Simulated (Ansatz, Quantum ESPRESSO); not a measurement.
# HfN(001), 4 layers against a metal electrode: the electrode's level over the Fermi level at a withheld member of a series

**Set-up.** Quantum ESPRESSO 7.5, PBE, GBRV ultrasoft. The slab is relaxed neutral, then held. ESM with bc3: vacuum below and a metal electrode about 6 Å above the top atoms. Cold smearing of 0.02 Ry. Charges are set per cell from the starting area. The slabs take the lattice constants of the bulk relaxed by the same program. The series steps the charge of the slab (positive: electrons removed).

| charge of the slab | electrode's level over the Fermi level (eV) |
| --- | --- |
| 1 ×10¹³ e/cm² | 3.201 |
| 2 ×10¹³ e/cm² | 3.866 |
| 3 ×10¹³ e/cm² | 4.584 |
| 4.5 ×10¹³ e/cm² | 5.735 |
| 7 ×10¹³ e/cm² | 7.773 |
| 8 ×10¹³ e/cm² | 8.615 |

**Question.** What is the electrode's level over the Fermi level at 6 ×10¹³ e/cm²?

By hand: The rows at 4.5 ×10¹³ e/cm² and 7 ×10¹³ e/cm² give a slope of (7.773 − (5.735))/(7 − (4.5)) = 0.8152, so a straight line gives 6.958 eV. A parabola through these and the row at 3 ×10¹³ e/cm² gives 6.940 eV.

**Check.** 6.945 eV. The line misses by +0.013 and the parabola by −0.005 eV. Both misses are under 5 % of the step from the nearer row.

**Limits.** Vacuum fills the gap; ions don't answer the charge; added electrons can spill towards the electrode at the most negative charges. Members without a usable value, or on the other side of zero field or charge, are not listed.
